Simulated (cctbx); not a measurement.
## What resolution and counting buy: MgNi4S5

Space group Immm (no. 71), a = 3.7060 Å, b = 5.1810 Å, c = 18.8790 Å, α = 90.00°, β = 90.00°, γ = 90.00°.

| atom | mult. | x | y | z | Ueq (Å²) |
| --- | --- | --- | --- | --- | --- |
| Ni1 | 4 | 1/2 | 1/2 | 0.9004 | 0.0034 |
| Ni2 | 4 | 0 | 0 | 0.8001 | 0.0033 |
| S1 | 4 | 1/2 | 0 | 0.6977 | 0.0040 |
| S2 | 4 | 0 | 1/2 | 0.6017 | 0.0045 |
| S3 | 2 | 0 | 1/2 | 0 | 0.0048 |
| Mg1 | 2 | 0 | 0 | 0 | 0.0046 |

The model is made up (kin elements in a known structure type, no relaxation), so it says nothing on whether the phase exists.

Five simulated data sets (cctbx; Ag Kα, λ = 0.56087 Å; 6 % proportional error) differ in resolution or exposure (noise floor 15 counts in the first three, 8 in the last two). Each is refined with the right model, isotropic at 1.1 Å and anisotropic otherwise. How do the figures of merit and the uncertainties move?

```
d min (Å)  top counts  ⟨I/σ⟩ (unmerged, absences included)  unique  param. (scale apart)   Rint      R1  GooF  largest s.u. xyz (fractional)  s.u. U of Mg1 (Å²)  largest error (Å)
      1.1        5000                                  1.8     103                    10  0.073  0.0345  0.99                        0.00034              0.0030             0.0032
     0.84        5000                                  1.6     218                    22  0.086  0.0398  0.90                        0.00022              0.0035             0.0043
      0.6        5000                                  1.2     549                    22  0.117  0.0465  0.96                        0.00019              0.0025             0.0042
     0.75         300                                  0.5     292                    22  0.378  0.0723  0.99                        0.00226              0.0271             0.0257
     0.75        3000                                  1.4     292                    22  0.090  0.0399  0.99                        0.00021              0.0031             0.0040
```

The number of reflections grows roughly as 1/d³: 103, 218 and 549 here. R1 follows the noise rather than the truth: at 300 counts it is 0.0723, at 3000 counts 0.0399, while GooF is 0.99 and 0.99: the weights 1/σ² carry the noise. The s.u. of U (U11 where anisotropic) for Mg1 goes 0.0030, 0.0035, 0.0025 Å² with resolution and 0.0271, 0.0031 Å² with exposure.

Hardware for the 0.6 Å refinement: 0.58 s on 1 thread of Arm Neoverse N1 (shared host), peak memory 0.09 GiB.

[Logs are printed without paths, hosts, clocks, repeated set-up lines and the standing remarks that a program may print on its own settings, such as how far it seeks lower states.]
